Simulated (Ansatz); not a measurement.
## Changed inputs in constrained RPA: OsBr2 (1T sheet)

What does U in OsBr2 (1T sheet) depend on besides the window?

Method: constrained RPA on LDA, plane waves, PAW, in Ansatz 0.2.0.

This is a report of a sequence of runs, with most program output left out.

## Step 1: Starting point

The cell holds 3 atoms: 1 Os and 2 Br. Cell: a = 3.752 Å, b = 3.752 Å, c = 30.253 Å, α = 90.0°, β = 90.0°, γ = 120.0°. Vacuum lies along c.

The structure was relaxed with LDA. The structure was generated from a model, not taken from a measurement. The runs that relaxed it are not among those shown. The program's search for lower electronic states was switched off, so nothing shows that the state found is the lowest. Spin-orbit coupling is left out unless a step names it. The default PAW set here is soft_2. Its files were made with PBE. The Coulomb interaction is cut off across the vacuum.

## Step 2: Base: Os eg, bands c1 to c2, 6×6×1 mesh, medium accuracy

Constrained RPA screens the interaction with every transition except those inside the target bands, which a later many-body model would treat itself.

The input, input.yaml:

```yaml
crystal:
  lattice:
    - [0.0, 2.65290628, 2.65290628]
    - [2.65290628, -2.65290628, 0.0]
    - [17.46662, 17.46662, -17.46662]
  atoms:
    - { symbol: Os, position: [0.0, 0.0, 0.3177617107] }
    - { symbol: Br, position: [0.3333333333, 0.6666666667, 0.3584294987] }
    - { symbol: Br, position: [0.6666666667, 0.3333333333, 0.2770939227] }
  periodic: [true, true, false]
kpoints:
  mp_grid: { grid: [6, 6, 1] }
hamiltonian:
  xc: lda
scf:
  occupations: { method: gaussian, width: 0.08 }
  n_extra_bands: 19
  max_iter: 150
  lower_state_search: "off"
output:
  crpa:
    kmesh: [6, 6, 1]
    target_bands: [c1, c2]
    projections: [{ species: Os, l: d, shell: 5, orbitals: [dz2, dx2-y2] }]
  local_orbitals:
    kmesh: [12, 12, 1]
    orbitals: [{ species: Os, l: d, shell: 5, orbitals: [dz2, dx2-y2] }]
    window: { bands: [c1, c2] }
    seedname: lo
```

Command:

```
ansatz run input.yaml --threads 4 --pin off --max-ram 14745MiB --backend cpu --events-out ev --progress --plain --runs-dir out
```

Wall time 1.7 min (4 threads of Arm Neoverse V1, shared host); peak memory 1.9 GiB.

This step gave:

```
U                                                 : 2.122 eV
U prime (inter-orbital)                           : 1.676 eV
J                                                 : 0.2229 eV
bare V                                            : 8.436 eV
bare J                                            : 0.3752 eV
stated bound on U                                 : 0.004221 eV
U over bare V                                     : 0.2516
electrons in the window                           : 0
head of the constrained inverse dielectric matrix : 0.5670
least eigenvalue of the projection's overlap      : 0.4638
target functions                                  : 2
bands in the sums                                 : 34
r.m.s. miss of the model bands                    : 0.002339 eV
width of the target bands                         : 1.253 eV
weight of the projected orbitals in the window    : 0.5728
```

On the Os eg shell, screening brings the on-site interaction from 8.4 eV down to U = 2.12 eV.

## Step 3: Changed: 3×3×1 mesh

input.yaml: that of step 2 with these lines changed.

```diff
@@ -21,9 +21,4 @@
   crpa:
-    kmesh: [6, 6, 1]
+    kmesh: [3, 3, 1]
     target_bands: [c1, c2]
     projections: [{ species: Os, l: d, shell: 5, orbitals: [dz2, dx2-y2] }]
-  local_orbitals:
-    kmesh: [12, 12, 1]
-    orbitals: [{ species: Os, l: d, shell: 5, orbitals: [dz2, dx2-y2] }]
-    window: { bands: [c1, c2] }
-    seedname: lo
```

Run time: 30 s. Hardware: 4 threads; peak memory 1.7 GiB.

This step gave:

```yaml
u: 2.231 eV
u_prime_inter_orbital: 1.766 eV
j: 0.2324 eV
bare_v: 8.817 eV
bare_j: 0.3883 eV
stated_bound_on_u: 0.004902 eV
u_over_bare_v: 0.2530
electrons_in_the_window: 0
head_of_the_constrained_inverse_dielectric_matrix: 0.5554
least_eigenvalue_of_the_projection_s_overlap: 0.4638
target_functions: 2
bands_in_the_sums: 34
width_of_the_target_bands: 1.253 eV
weight_of_the_projected_orbitals_in_the_window: 0.5728
```

On the Os eg shell, screening brings the on-site interaction from 8.8 eV down to U = 2.23 eV.

## Step 4: Changed: smooth pair densities

input.yaml: that of step 3 with these lines changed.

```diff
@@ -21,4 +21,5 @@
   crpa:
-    kmesh: [3, 3, 1]
+    kmesh: [6, 6, 1]
     target_bands: [c1, c2]
     projections: [{ species: Os, l: d, shell: 5, orbitals: [dz2, dx2-y2] }]
+    pair_densities: pseudo
```

The job ended after 88 s (4 threads; peak memory 1.8 GiB; 5.6 min of CPU time).

Numbers from this step:

```
U                                                 : 2.133 eV
U prime (inter-orbital)                           : 1.673 eV
J                                                 : 0.2300 eV
bare V                                            : 8.436 eV
bare J                                            : 0.3752 eV
stated bound on U                                 : 0.003012 eV
U over bare V                                     : 0.2529
electrons in the window                           : 0
head of the constrained inverse dielectric matrix : 0.5672
least eigenvalue of the projection's overlap      : 0.4638
target functions                                  : 2
bands in the sums                                 : 34
width of the target bands                         : 1.253 eV
weight of the projected orbitals in the window    : 0.5728
```

On the Os eg shell, screening brings the on-site interaction from 8.4 eV down to U = 2.13 eV.

## Step 5: Changed: sums over states

input.yaml: that of step 4 with these lines changed.

```diff
@@ -24,2 +24,4 @@
     projections: [{ species: Os, l: d, shell: 5, orbitals: [dz2, dx2-y2] }]
-    pair_densities: pseudo
+    accuracy: sum_over_states
+    n_empty_bands: 30
+    ecut_chi: 250
```

Elapsed: 35 s, on 4 threads; peak memory 1.4 GiB.

This variant gives U = 2.24 eV against 2.12 eV. It is a finite sum over empty states with no bound on its error and stays out of the table below.

## Step 6: Changed: more bands than orbitals

input.yaml: that of step 5 with these lines changed.

```diff
@@ -22,6 +22,3 @@
     kmesh: [6, 6, 1]
-    target_bands: [c1, c2]
+    target_bands: [c1, c3]
     projections: [{ species: Os, l: d, shell: 5, orbitals: [dz2, dx2-y2] }]
-    accuracy: sum_over_states
-    n_empty_bands: 30
-    ecut_chi: 250
```

The job ended after 0.13 s (4 threads; peak memory 0.086 GiB).

The program refused the input before any cycle.

The program's message: “Error: invalid value for `output.crpa.projections`: 2 orbital(s) selected but the target window spans 3 band(s); name one orbital per band of it”

The fault put into this input: more bands than orbitals.

## Step 7: Changed: strain +3%

The cell differs from the one that the last finished run ended in (a 3.752 → 3.864 Å, b 3.752 → 3.864 Å).

input.yaml, the sections that differ from step 6:

```yaml
crystal:
  lattice:
    - [0.0, 2.7324934684, 2.7324934684]
    - [2.7324934684, -2.7324934684, 0.0]
    - [17.46662, 17.46662, -17.46662]
  atoms:
    - { symbol: Os, position: [0.0, 0.0, 0.3177617107] }
    - { symbol: Br, position: [0.3333333333, 0.6666666667, 0.3584294987] }
    - { symbol: Br, position: [0.6666666667, 0.3333333333, 0.2770939227] }
  periodic: [true, true, false]
output:
  crpa:
    kmesh: [6, 6, 1]
    target_bands: [c1, c2]
    projections: [{ species: Os, l: d, shell: 5, orbitals: [dz2, dx2-y2] }]
  local_orbitals:
    kmesh: [12, 12, 1]
    orbitals: [{ species: Os, l: d, shell: 5, orbitals: [dz2, dx2-y2] }]
    window: { bands: [c1, c2] }
    seedname: lo
# kpoints, hamiltonian, scf: as in step 6
```

It took 1.8 min on 4 threads; peak memory 1.9 GiB.

Numbers from this step:

```yaml
u: 2.084 eV
u_prime_inter_orbital: 1.628 eV
j: 0.2279 eV
bare_v: 8.642 eV
bare_j: 0.3844 eV
stated_bound_on_u: 0.004035 eV
u_over_bare_v: 0.2412
electrons_in_the_window: 0
head_of_the_constrained_inverse_dielectric_matrix: 0.5623
least_eigenvalue_of_the_projection_s_overlap: 0.4805
target_functions: 2
bands_in_the_sums: 34
r_m_s_miss_of_the_model_bands: 0.001410 eV
width_of_the_target_bands: 1.149 eV
weight_of_the_projected_orbitals_in_the_window: 0.5966
```

On the Os eg shell, screening brings the on-site interaction from 8.6 eV down to U = 2.08 eV.

## Step 8: Changed: PBEsol

This step: constrained RPA on PBEsol, plane waves, PAW.

input.yaml, the sections that differ from step 7:

```yaml
crystal:
  lattice:
    - [0.0, 2.65290628, 2.65290628]
    - [2.65290628, -2.65290628, 0.0]
    - [17.46662, 17.46662, -17.46662]
  atoms:
    - { symbol: Os, position: [0.0, 0.0, 0.3177617107] }
    - { symbol: Br, position: [0.3333333333, 0.6666666667, 0.3584294987] }
    - { symbol: Br, position: [0.6666666667, 0.3333333333, 0.2770939227] }
  periodic: [true, true, false]
hamiltonian:
  xc: pbesol
output:
  crpa:
    kmesh: [6, 6, 1]
    target_bands: [c1, c2]
    projections: [{ species: Os, l: d, shell: 5, orbitals: [dz2, dx2-y2] }]
# kpoints, scf: as in step 7
```

Elapsed: 1.7 min, on 4 threads; peak memory 1.9 GiB.

Numbers from this step:

```
U                                                 : 2.179 eV
U prime (inter-orbital)                           : 1.727 eV
J                                                 : 0.2259 eV
bare V                                            : 8.495 eV
bare J                                            : 0.3781 eV
stated bound on U                                 : 0.004450 eV
U over bare V                                     : 0.2565
electrons in the window                           : 0
head of the constrained inverse dielectric matrix : 0.5751
least eigenvalue of the projection's overlap      : 0.4669
target functions                                  : 2
bands in the sums                                 : 34
width of the target bands                         : 1.219 eV
weight of the projected orbitals in the window    : 0.5745
```

On the Os eg shell, screening brings the on-site interaction from 8.5 eV down to U = 2.18 eV.

## Step 9: Side by side

Times are wall times on 4 threads of Arm Neoverse V1, shared host, good to a factor of about two.

```csv
run,bare V (eV),U (eV),J (eV),bound on U (eV),width (eV),time
target window,8.44,2.122,0.223,0.0042,1.25,1.7 min
3×3×1 mesh,8.82,2.231,0.232,0.0049,1.25,30 s
smooth pair densities,8.44,2.133,0.230,0.0030,1.25,88 s
strain +3%,8.64,2.084,0.228,0.0040,1.15,1.8 min
PBEsol,8.49,2.179,0.226,0.0044,1.22,1.7 min
```

## Step 10: Outcome

```yaml
target_window: U 2.12 eV, J 0.22 eV
3x3x1_mesh: U 2.23 eV, J 0.23 eV
smooth_pair_densities: U 2.13 eV, J 0.23 eV
strain_plus_3: U 2.08 eV, J 0.23 eV
pbesol: U 2.18 eV, J 0.23 eV
```

What this shows: 3×3×1 mesh moves U by +0.11 eV at 0.29 times the time. Smooth pair densities moves U by +0.01 eV. Strain +3% moves U by −0.04 eV. PBEsol moves U by +0.06 eV. The printed bound covers the solver alone, not the mesh, and no denser mesh than the base was run. The parent state is non-magnetic and the interaction static (zero frequency); U depends on the window and the orbitals, so it belongs to this model alone. Spin-orbit coupling, which is strong for atoms this heavy, is left out.

[Paths, hosts, dates, memory and timing lines, banners, echoed tables and standing remarks are left out of the program output.]

[Logs are printed without paths, hosts, clocks, repeated set-up lines and the standing remarks that a program may print on its own settings, such as how far it seeks lower states.]

[Runs of the session that timed out or met a known fault of the program may be left out.]

[Hosts, paths, dates, database ids (printed as entryN), source tags and the programs' standing remarks are cut or masked in the printed files.]
